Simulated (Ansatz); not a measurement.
# Sn2C (model cell, started as cuprite): from the cell to its phonons, part 2 of 2

Aim: the vibrations of Sn2C (model cell, started as cuprite), their spectra, and whether the structure is stable.

Ansatz 0.2.0; DFT PBEsol, scalar-relativistic, plane waves, PAW.

So far. Step 4 (Relaxing to small forces for the phonons): The forces vanish by symmetry and the pressure is 0.001 GPa, within the tolerances set. The cell now holds 21.10 Å³/atom. The relaxed cell has a = 5.021 Å (conventional setting).

The structure was built from a prototype and need not be the compound's stable phase.

## Step 5: Linear response at the zone centre

The zone centre comes first: it holds the modes that light can see, as far as symmetry allows. No field response is asked, since the mesh shows no gap.

input.yaml

```yaml
crystal:
  lattice:
    - [5.0213021337, 0.0, 0.0]
    - [0.0, 5.0213021337, 0.0]
    - [0.0, 0.0, 5.0213021337]
  atoms:
    - { symbol: C, position: [0.0, 0.0, 0.0] }
    - { symbol: C, position: [0.5, 0.5, 0.5] }
    - { symbol: Sn, position: [0.25, 0.25, 0.25] }
    - { symbol: Sn, position: [0.75, 0.75, 0.25] }
    - { symbol: Sn, position: [0.75, 0.25, 0.75] }
    - { symbol: Sn, position: [0.25, 0.75, 0.75] }
kpoints:
  mp_grid: { grid: [8, 8, 8] }
hamiltonian:
  xc: pbesol
scf:
  occupations: { method: methfessel_paxton, width: 0.2 }
output:
  eigenvalues: true
phonons:
  method: dfpt
```

The run is started by

```sh
> ansatz run input.yaml --threads 8 --pin off --max-ram 14336MiB --backend cpu --events-out ev --progress --plain --runs-dir out
```

Numbers of over 12 decimals in the logs are rounded to 6 here.

Output:

```text
[...]
Crystal: 6 atoms, lattice volume = 126.604 Å³
Basis set: ecut = 420 eV, 2517 PW (Γ), exchange–correlation on 72×72×72 points (8 copies of the dense FFT grid, shifted against one another)
Bands: 39, of which v1, the nominal top of the filled ones, is band 32 counted from 1 (31 counted from 0)
Symmetry: 48 space group operations
k-points: 150 of 512 (irreducible under 2 space group operations, time reversal used)
[...]
SCF iter   1: F=—  HF=-24285.407730 eV  |F-HF|=—  |Δ(HF+E_count)|=         —  Δρ=1.37e-2  dr2=3.81e-1  ethr=1.77e-3  ⟨swp⟩=7.9  Hψ=25898  notcnv=0
[...]
SCF iter  10: F=-24285.319558 eV  HF=-24285.319558 eV  |F-HF|=1.46e-11  |Δ(HF+E_count)|=  4.37e-11  S|Δr|=    0.00e0  Δρ=3.59e-8  dr2=1.46e-12  ethr=1.00e-12  ⟨swp⟩=11.3  Hψ=28064  notcnv=0
SCF 1 converged in 10 iterations: F = -24285.319558 eV  dr2 = 1.46e-12
[...]
DFPT response loops at Γ: preconditioner auto → Kerker (q_TF=auto, 2.435 Å⁻¹) (partly filled bands, converged f_vac=0.000); β = 1.00, the filter's whole step (`scf.mixing.beta` (0.50) is not read by the response loops under this deck's `scf.mixing.preconditioner`; to damp them name `kerker` or `kerker_dos`, under which they read `scf.mixing.beta`, and type it under 1.00, their step now; both keys bind the ground state too); Broyden in place of MSR1
SCF converged after 10 iterations
[...]
Free energy (F): -24285.319558 eV
[...]
Internal energy: -24285.310566 eV  (E = F + TS)
E sigma→0 (E₀):  -24285.317310 eV
Entropy (-TS):   -0.008992 eV (-1.499 meV/atom)
Fermi energy:    10.063991 eV
Step filling:    the computed levels leave a gap of 0.0000 eV = 0.0 smearing widths at the electron count; against every level under it full and every level over it empty, smearing changes F+E_penalty+E_count by -7.554 meV and its σ→0 estimate by -5.306 meV
[...]
--- Band table (eV; the first three rows and the last of 150) ---
  k-point 0: bands = [... 28 lower, 6.0869, 6.8092, 6.8092, 11.7989, 11.7989, 11.7989, 12.1481, 12.1481, ... 3 higher]
  k-point 1: bands = [... 28 lower, 6.9147, 7.0208, 7.2341, 11.2818, 11.2818, 11.2874, 12.0022, 12.5010, ... 3 higher]
  k-point 2: bands = [... 28 lower, 7.2285, 7.9962, 8.2670, 10.3065, 10.8279, 10.8279, 11.5667, 12.3184, ... 3 higher]
  k-point 149: bands = [... 28 lower, 9.6042, 9.6042, 9.6042, 10.1781, 11.2975, 11.2975, 11.2975, 14.1122, ... 3 higher]
--- Phonons (Γ-DFPT): 2 representative perturbations + reference, on 150 of 512 k-points (Σ response iterations 6) ---
  k mesh reduced under 2 symmetry operations, with k and −k counted as one. Each operation leaves every solved perturbation unchanged. A smaller set is not used because it would not reduce the number of displacements times k-points to solve
  ASR residual: 3.755e-6 → 0.000e0 eV/Å²; symmetrization residual: 1.430e-6 eV/Å²
  ASR residual per site (eV/Å²): 1.94e-6 1.94e-6 3.76e-6 3.76e-6 3.76e-6 3.76e-6
  Γ frequencies (cm⁻¹): -92.19 -92.19 -92.19 -77.79 -77.79 0.00 0.00 0.00 20.73 20.73 20.73 219.74 361.87 361.87 361.87 501.71 501.71 501.71
  non-analytic LO–TO correction: not included (Born effective charges unavailable; polar crystals: no LO–TO splitting at Γ)
```

The job ended after 28 s (8 threads of Arm Neoverse V2, shared host; peak memory 2.8 GiB).

This step gave:

```
sum-rule residual before enforcement                    : 3.76e-6 eV/Å²
point group                                             : m-3m
highest optical mode at the zone centre (no LO-TO term) : 501.7 cm⁻¹
lowest optical zone-centre mode                         : -92.19 cm⁻¹
```

Patterns of degenerate modes are one choice out of their space. Modes at Γ, with each element's share of the kinetic energy (negative means imaginary):

| mode | frequency (cm⁻¹) | symmetry | C % | Sn % |
| --- | --- | --- | --- | --- |
| 1 | -92.2 | T2u | 0 | 100 |
| 2 | -92.2 | T2u | 0 | 100 |
| 3 | -92.2 | T2u | 0 | 100 |
| 4 | -77.8 | Eu | 0 | 100 |
| 5 | -77.8 | Eu | 0 | 100 |
| 6 | 0.0 | acoustic | 5 | 95 |
| 7 | 0.0 | acoustic | 5 | 95 |
| 8 | 0.0 | acoustic | 5 | 95 |
| 9 | 20.7 | T1u | 12 | 88 |
| 10 | 20.7 | T1u | 12 | 88 |
| 11 | 20.7 | T1u | 12 | 88 |
| 12 | 219.7 | A2u | 0 | 100 |
| 13 | 361.9 | T2g | 100 | 0 |
| 14 | 361.9 | T2g | 100 | 0 |
| 15 | 361.9 | T2g | 100 | 0 |
| 16 | 501.7 | T1u | 84 | 16 |
| 17 | 501.7 | T1u | 84 | 16 |
| 18 | 501.7 | T1u | 84 | 16 |

Displacements in mode 3 (-92.2 cm⁻¹), the largest set to 1:
```
C1   0.00  0.00  0.00
C2   0.00  0.00  0.00
Sn3 -0.08 -0.21  0.28
Sn4  0.72 -1.00 -0.28
Sn5 -0.72  0.21  0.92
Sn6  0.08  1.00 -0.92
```

Displacements in mode 16 (501.7 cm⁻¹), the largest set to 1:
```
C1   0.00  0.35  1.00
C2   0.00  0.35  1.00
Sn3 -0.08 -0.08 -0.07
Sn4  0.04  0.04 -0.03
Sn5 -0.04  0.04 -0.03
Sn6  0.08 -0.08 -0.07
```

Before it was imposed, the acoustic sum rule was missed by 3.8e-6 eV/Å². Small misses are needed for a sound result but don't prove that mesh and cutoff are converged. The lowest optical mode is imaginary, 92.2i cm⁻¹, so the energy falls along it.

## Step 6: Phonons on a q mesh

Stability and thermal properties need the whole zone. Linear response on a 2×2×2 q mesh gives force constants as far as a supercell of that size would.

Changes to input.yaml since step 5:

```diff
@@ -22 +22,8 @@
   method: dfpt
+  qmesh: [2, 2, 2]
+  temperatures: { t_max: 1000, t_step: 50 }
+  qpath:
+    path:
+      - [[0.0, 0.0, 0.0], [0.0, 0.5, 0.0], [0.5, 0.5, 0.0], [0.0, 0.0, 0.0], [0.5, 0.5, 0.5], [0.0, 0.5, 0.0]]
+      - [[0.5, 0.5, 0.5], [0.5, 0.5, 0.0]]
+    npoints: 10
```

Output:

```text
Warning: phonons: the dynamical matrix that this run interpolates holds no multipole term above the dipole-dipole one, and a site of this crystal is no centre of inversion, so its interpolated transverse optical and acoustic branches and sound speeds can stay off near Gamma, and the density of states and the thermodynamics with them. What a run solves at a wave vector of phonons.qpoints, Gamma apart, where the deck admits one, is free of this, and under fd what a larger phonons.supercell samples
[...]
Crystal: 6 atoms, lattice volume = 126.604 Å³
Basis set: ecut = 420 eV, 2517 PW (Γ), exchange–correlation on 72×72×72 points (8 copies of the dense FFT grid, shifted against one another)
Bands: 39, of which v1, the nominal top of the filled ones, is band 32 counted from 1 (31 counted from 0)
Symmetry: 48 space group operations
k-points: 35 of 512
[...]
SCF iter   1: F=—  HF=-24285.407835 eV  |F-HF|=—  |Δ(HF+E_count)|=         —  Δρ=1.37e-2  dr2=3.81e-1  ethr=1.77e-3  ⟨swp⟩=7.8  Hψ=5931  notcnv=0
[...]
SCF iter  10: F=-24285.319558 eV  HF=-24285.319558 eV  |F-HF|=2.91e-11  |Δ(HF+E_count)|=  1.46e-11  S|Δr|=    0.00e0  Δρ=3.58e-8  dr2=1.43e-12  ethr=1.00e-12  ⟨swp⟩=11.4  Hψ=6574  notcnv=0
SCF 1 converged in 10 iterations: F = -24285.319558 eV  dr2 = 1.43e-12
[...]
SCF iter   5: F=-24285.319558 eV  HF=-24285.319558 eV  |F-HF|=1.46e-11  |Δ(HF+E_count)|=  7.28e-12  S|Δr|=    0.00e0  Δρ=5.92e-8  dr2=3.58e-12  ethr=1.00e-12  ⟨swp⟩=4.9  Hψ=3525  notcnv=0
SCF 2 converged in 5 iterations: F = -24285.319558 eV  dr2 = 3.58e-12
[...]
phonons: the bands overlap, so this run is a metal and interpolates without the dipole-dipole term. If the crystal is really an insulator or semiconductor, its LO-TO splitting is missing
NSCF: frozen V_eff on 35 k-points
[...]
DFPT response loops at q = (0, 0, 0) (fractional): preconditioner auto → Kerker (q_TF=auto, 2.435 Å⁻¹) (partly filled bands, converged f_vac=0.000); β = 1.00, the filter's whole step (`scf.mixing.beta` (0.50) is not read by the response loops under this deck's `scf.mixing.preconditioner`; to damp them name `kerker` or `kerker_dos`, under which they read `scf.mixing.beta`, and type it under 1.00, their step now; both keys bind the ground state too); Broyden in place of MSR1
[...]
SCF converged after 10 iterations
[...]
Free energy (F): -24285.319558 eV
[...]
Internal energy: -24285.310566 eV  (E = F + TS)
E sigma→0 (E₀):  -24285.317310 eV
Entropy (-TS):   -0.008992 eV (-1.499 meV/atom)
Fermi energy:    10.063991 eV
[...]
--- Band table (eV; the first three rows and the last of 35) ---
  k-point 0: bands = [... 28 lower, 6.0869, 6.8092, 6.8092, 11.7989, 11.7989, 11.7989, 12.1481, 12.1481, ... 3 higher]
  k-point 1: bands = [... 28 lower, 6.9147, 7.0208, 7.2341, 11.2818, 11.2818, 11.2874, 12.0022, 12.5010, ... 3 higher]
  k-point 2: bands = [... 28 lower, 7.2285, 7.9962, 8.2670, 10.3065, 10.8279, 10.8279, 11.5667, 12.3184, ... 3 higher]
  k-point 34: bands = [... 28 lower, 9.6042, 9.6042, 9.6042, 10.1781, 11.2975, 11.2975, 11.2975, 14.1122, ... 3 higher]
--- Phonons (Γ-DFPT): 2 representative perturbations + reference (Σ response iterations 6) ---
  ASR residual: 3.875e-6 → 0.000e0 eV/Å²; symmetrization residual: 4.923e-7 eV/Å²
  ASR residual per site (eV/Å²): 3.88e-6 3.88e-6 3.72e-6 3.72e-6 3.72e-6 3.72e-6
[...]
--- Phonons (arbitrary-q DFPT): 4 irreducible q on the 2×2×2 mesh ---
  q = [0.0000, 0.0000, 0.0000] (star 1, of the zone-centre solve; hermiticity 1.31e-7, symmetrization 1.62e-12): -92.19 -92.19 -92.19 -77.79 -77.79 -0.00 -0.00 0.00 20.73 20.73 20.73 219.74 361.87 361.87 361.87 501.71 501.71 501.71
  q = [0.0000, 0.0000, -0.5000] (star 3, 4 solved perturbations in 610 linear systems a pass and spin channel, the states on 260 of 512 k-point pairs; hermiticity 1.53e-7, symmetrization 1.18e-12): -92.74 -92.74 -74.21 -74.21 -73.91 -73.91 -31.67 -31.67 65.15 65.15 153.56 153.56 330.62 330.62 427.98 427.98 531.58 531.58
[...]
sum rule: each row above includes the acoustic sum rule's correction from the zone centre's row sums; it moved no ω² by more than (0.30 cm⁻¹)²
  mesh force constants: q→R imaginary residual 3.46e-17; ASR residual 3.875e-6 → 0.000e0 eV/Å²; symmetrization residual 6.217e-15 eV/Å²
  interpolated dispersion: 62 rows × 18 modes
  density of states and harmonic sums: on the 12×12×12 q-mesh, interpolated from the force constants of a 2×2×2 supercell (no non-analytic term)
  largest difference from the sums on the solved wave vectors: F 3.30e-2 eV, S 3.44e-5 and C_V 8.36e-6 eV/K
  zero-point energy: 0.180098 eV/cell   skipped modes (ω ≤ 0): 669, of them read as no rigid motion or as one in doubt: 666 (7.984e0 modes/cell left out, lowest -184.27 cm⁻¹)   left out of the sums: 4.44e-1 of the cell's modes: C_V's classical limit lies that fraction below 3 k_B per atom; for a crystal, a wire or a layer, F and S can be off by more, and a phonons.interpolated_qmesh denser along its periods is the remedy for the sampling
```

Run time: 2.1 min. Hardware: 8 threads; peak memory 3.4 GiB; 16 min of CPU time.

This step gave:

| Item | Value |
| --- | --- |
| sum-rule residual before enforcement | 3.88e-6 eV/Å² |
| lowest frequency on the path | -184.3 cm⁻¹ |
| highest frequency on the path or at a solved wavevector | 535.2 cm⁻¹ |
| lowest mode on the q mesh (acoustic modes at Γ apart) | -184.3 cm⁻¹ |

Frequencies (cm⁻¹) solved at each irreducible wavevector; negative means imaginary. Frequencies by wavevector, by row:

| q in reciprocal lattice units | star | mode 1 | mode 2 | mode 3 | mode 4 | mode 16 | mode 17 | mode 18 |
| --- | --- | --- | --- | --- | --- | --- | --- | --- |
| 0 0 0 | 1 | -92.2 | -92.2 | -92.2 | -77.8 | 501.7 | 501.7 | 501.7 |
| 0 0 -0.5 | 3 | -92.7 | -92.7 | -74.2 | -74.2 | 428 | 531.6 | 531.6 |
| 0 -0.5 -0.5 | 3 | -184.3 | -184.3 | -81.5 | -81.5 | 441 | 512.2 | 512.2 |
| -0.5 -0.5 -0.5 | 1 | -137.9 | -137.9 | -137.9 | -81.8 | 496.2 | 496.2 | 496.2 |

Interpolated from a 2×2×2 q mesh. The phonon branches at the labelled points (cm⁻¹):

| point | branch 1 | branch 2 | branch 3 | branch 4 | branch 15 | branch 16 | branch 17 | branch 18 |
| --- | --- | --- | --- | --- | --- | --- | --- | --- |
| Γ | -92 | -92 | -92 | -78 | 362 | 502 | 502 | 502 |
| halfway | -94 | -84 | -84 | -84 | 381 | 479 | 518 | 518 |
| X | -93 | -93 | -74 | -74 | 428 | 428 | 532 | 532 |
| halfway | -130 | -130 | -89 | -89 | 432 | 432 | 526 | 526 |
| M | -184 | -184 | -82 | -82 | 441 | 441 | 512 | 512 |
| halfway | -108 | -104 | -90 | -88 | 395 | 471 | 517 | 526 |
| Γ | -92 | -92 | -92 | -78 | 362 | 502 | 502 | 502 |
| halfway | -118 | -118 | -104 | -84 | 338 | 506 | 510 | 510 |
| R | -138 | -138 | -138 | -82 | 378 | 496 | 496 | 496 |
| halfway | -138 | -126 | -124 | -86 | 352 | 487 | 502 | 527 |
| X | -93 | -93 | -74 | -74 | 428 | 428 | 532 | 532 |
| jump to R | -138 | -138 | -138 | -82 | 378 | 496 | 496 | 496 |
| halfway | -154 | -154 | -114 | -82 | 399 | 480 | 510 | 510 |
| M | -184 | -184 | -82 | -82 | 441 | 441 | 512 | 512 |

Tetrahedra on a 12×12×12 mesh, mean over bins of 10 cm-1. Interpolated from a 2×2×2 q mesh. The phonon density of states by wavenumber; read off at these points:

| wavenumber (cm⁻¹) | phonon density of states (1/cm⁻¹/cell) |
| --- | --- |
| -185 | 1.3e-4 |
| -165 | 0.00734 |
| -135 | 0.0328 |
| -115 | 0.0323 |
| -85 | 0.148 |
| -65 | 0.0680 |
| -35 | 0.0719 |
| -15 | 0.00981 |
| 15 | 0 |
| 35 | 0.00343 |
| 65 | 0.116 |
| 85 | 0.00695 |
| 115 | 0.0190 |
| 125 | 0.0289 |
| 135 | 0.0113 |
| 165 | 0.0232 |
| 185 | 0.0121 |
| 215 | 0.00588 |
| 235 | 0.00571 |
| 265 | 0.0147 |
| 285 | 0.0171 |
| 315 | 0.0251 |
| 335 | 0.0167 |
| 365 | 0.0133 |
| 385 | 0.0166 |
| 415 | 0.00916 |
| 435 | 0.00332 |
| 465 | 0.0175 |
| 485 | 0.0209 |
| 515 | 0.0888 |
| 535 | 0.0126 |

The partial phonon density of states has structure finer than the step of the table below, so its rows give means over 20 cm⁻¹, whole bins alone (the curve runs from -190 to 560 cm⁻¹). Peaks (cm⁻¹: height): C 65.1: 0.0109, 329.2: 0.0231, 517.8: 0.0665; Sn -85.8: 0.132, -33.9: 0.0709, 65.1: 0.0837.

Phonopy on the run's constants, 11x11x11 mesh, Gaussian sigma 5.4 cm-1. Interpolated from a 2×2×2 q mesh. Table of partial phonon density of states by wavenumber; means over each step; values in 1/cm⁻¹/cell:

| wavenumber (cm⁻¹) | C | Sn |
| --- | --- | --- |
| -160 | 0.00245 | 0.00972 |
| -140 | 0.00375 | 0.0257 |
| -120 | 0.00257 | 0.0285 |
| -100 | 0.00166 | 0.0619 |
| -80 | 6.6e-4 | 0.109 |
| -60 | 3.5e-4 | 0.0552 |
| -40 | 3.3e-4 | 0.0608 |
| -20 | 9.8e-5 | 0.0323 |
| 0 | 1.1e-5 | 0.00211 |
| 20 | 1.4e-4 | 9.9e-4 |
| 40 | 0.00100 | 0.00618 |
| 60 | 0.00737 | 0.0555 |
| 80 | 0.00443 | 0.0326 |
| 100 | 0.00147 | 0.00990 |
| 120 | 0.00268 | 0.0180 |
| 140 | 0.00195 | 0.0124 |
| 160 | 0.00301 | 0.0177 |
| 180 | 0.00160 | 0.0121 |
| 200 | 0.00105 | 0.00817 |
| 220 | 0.00310 | 0.00339 |
| 240 | 0.00489 | 0.00123 |
| 260 | 0.0111 | 0.00185 |
| 280 | 0.0142 | 0.00175 |
| 300 | 0.0171 | 0.00137 |
| 320 | 0.0213 | 9.8e-4 |
| 340 | 0.0169 | 7.9e-4 |
| 360 | 0.0120 | 0.00140 |
| 380 | 0.0140 | 0.00172 |
| 400 | 0.0123 | 0.00187 |
| 420 | 0.00645 | 0.00100 |
| 440 | 0.00607 | 0.00102 |
| 460 | 0.0131 | 0.00222 |
| 480 | 0.0164 | 0.00286 |
| 500 | 0.0267 | 0.00482 |
| 520 | 0.0561 | 0.00920 |
| 540 | 0.0109 | 0.00167 |

Symmetry leaves 4 wavevectors to solve. The lowest mode among them, the acoustic zeros apart, lies at q = (0, -0.5, -0.5) and is imaginary, 184.3i cm⁻¹, so the energy falls along it.

## Step 7: Summary of results

```yaml
space_group_after_relaxation_within_0p01_a: Pn-3m
volume_per_atom: 21.1 Å³
electronic_character: no gap on this mesh
highest_optical_mode_at_the_zone_centre_no_lo_to_term: 502 cm⁻¹
lowest_optical_zone_centre_mode: -92.2 cm⁻¹
lowest_mode_on_the_q_mesh_acoustic_modes_at_gamma_apart: -184 cm⁻¹
highest_frequency_on_the_path_or_at_a_solved_wavevector: 535 cm⁻¹
imaginary_modes_on_the_2x2x2_q_mesh: yes
```

In words: Modes are clearly imaginary (beyond 10i cm⁻¹) at 4 of the 4 irreducible wavevectors, most at q = (0, -0.5, -0.5) (184.3i cm⁻¹), so this structure is not a minimum of the energy. The optical modes at Γ span -92 to 502 cm⁻¹ (negative means imaginary). The highest mode in this list at Γ, 501.7 cm⁻¹, is mostly motion of C (84 % of the kinetic energy). With no gap, or one that is small against the smearing, the frequencies hang on the k mesh and the smearing, most of all near Kohn anomalies. Spin-orbit coupling is left out, which can matter for the heavy elements here. A phonon run warned that its eigensolver left some bands unconverged in a pass. The starting cell was built on a prototype and not taken from a measurement, so the phase need not exist. These are harmonic frequencies at zero temperature: anharmonic shifts, linewidths and thermal expansion are left out.

[Logs are printed without paths, hosts, clocks, repeated set-up lines and the standing remarks that a program may print on its own settings, such as how far it seeks lower states.]

[Hosts, paths, dates, database ids (printed as entryN), source tags and the programs' standing remarks are cut or masked in the printed files.]
